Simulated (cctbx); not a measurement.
# What is wrong with this refinement?

Cell a = 5.7890 Å, b = 3.5610 Å, c = 6.6160 Å, α = 90.00°, β = 90.00°, γ = 90.00°; space group Pnma (no. 62). The compound is CuSiRu.

The data are simulated with cctbx, not measured: synchrotron X-rays, λ = 0.4959 Å, to d = 0.6 Å, 95 % of the full sphere, strongest reflection 5000 counts, noise from counting, a 6 % proportional error and a noise floor of 4 counts (s.d.); no absorption.

An anisotropic refinement with weights 1/σ² prints:

```text
Rint 0.064, 368 unique reflections to 0.60 A
cycle     R1     wR2    GooF  max shift (A)
   1  0.3969  0.7030  13.183   0.01043
   3  0.1483  0.3356   6.295   0.00001
final R1 0.1483 wR2 0.3356 GooF 6.295  parameters 18  data/parameter 20.4
atom        x        y        z      Ueq    occ   su(xyz)  su(Uiso or U11)
Cu1    0.49476  0.75000  0.31636  -0.0085  1.000  0.00047  0.0009  NPD
Ru1    0.32784  0.75000  0.92636   0.0225  1.000  0.00081  0.0018
Si1    0.72350  0.75000  0.89288   0.0089  1.000  0.00197  0.0043
difference map: max 33.68 min -9.15 rms 3.07
Q1    0.9960  0.2500  0.8172    4   33.85  0.05 A from Cu1
Q2    0.1914  0.7500  0.6460    4    6.77  0.32 A from Si1
Q3    0.2424  0.2500  0.0309    4    6.41  0.54 A from Si1
Q4    0.1885  0.2500  0.4104    4    6.15  0.14 A from Ru1
Q5    0.1748  0.7500  0.1030    4    5.64  1.17 A from Cu1
Q6    0.1854  0.2500  0.9091    4    5.62  1.21 A from Cu1
```

Q: Accept it or mend it, and why?

Mend it. The fault: elements exchanged: Ru1 is Cu and Cu1 is Ru. Against the right model at the same level, R1 goes from 0.0211 to 0.1483 and GooF from 0.93 to 6.29, U of Cu1 shrinks from 0.0082 to -0.0085 Å², U of Ru1 swells from 0.0088 to 0.0225 Å², the top difference peak, 33.9 e/Å³, lies on Cu1 and Cu1 goes non-positive-definite. Ru1 has 15 electrons too many and its U swells to shed them, as expected; Cu1 has 15 electrons too few and its U shrinks to make up, as expected.

The compound is CuSiRu. The right model at the same level gives:

```text
Rint 0.064, 368 unique reflections to 0.60 A
cycle     R1     wR2    GooF  max shift (A)
   1  0.0217  0.0500   0.938   0.00050
   2  0.0211  0.0493   0.925   0.00000
final R1 0.0211 wR2 0.0493 GooF 0.925  parameters 18  data/parameter 20.4
atom        x        y        z      Ueq    occ   su(xyz)  su(Uiso or U11)
Ru1    0.49545  0.75000  0.31655   0.0082  1.000  0.00006  0.0001
Cu1    0.32669  0.75000  0.92530   0.0088  1.000  0.00011  0.0002
Si1    0.72304  0.75000  0.89128   0.0126  1.000  0.00028  0.0006
difference map: max 2.32 min -1.75 rms 0.46
Q1    0.2340  0.7500  0.0432    4    2.36  0.95 A from Cu1
Q2    0.1073  0.2500  0.7508    4    2.00  0.74 A from Ru1
Q3    0.0357  0.2500  0.3610    4    1.80  0.90 A from Cu1
Q4    0.0917  0.2500  0.2174    4    1.72  1.29 A from Si1
Q5    0.0526  0.7500  0.0818    4    1.64  0.75 A from Ru1
Q6    0.0581  0.7500  0.7182    4    1.63  1.20 A from Si1
```

This is a model crystal, built by substitution and not relaxed, with assumed displacement parameters.

[Middle refinement cycles are left out of these outputs.]

[Logs are printed without paths, hosts, clocks, repeated set-up lines and the standing remarks that a program may print on its own settings, such as how far it seeks lower states.]
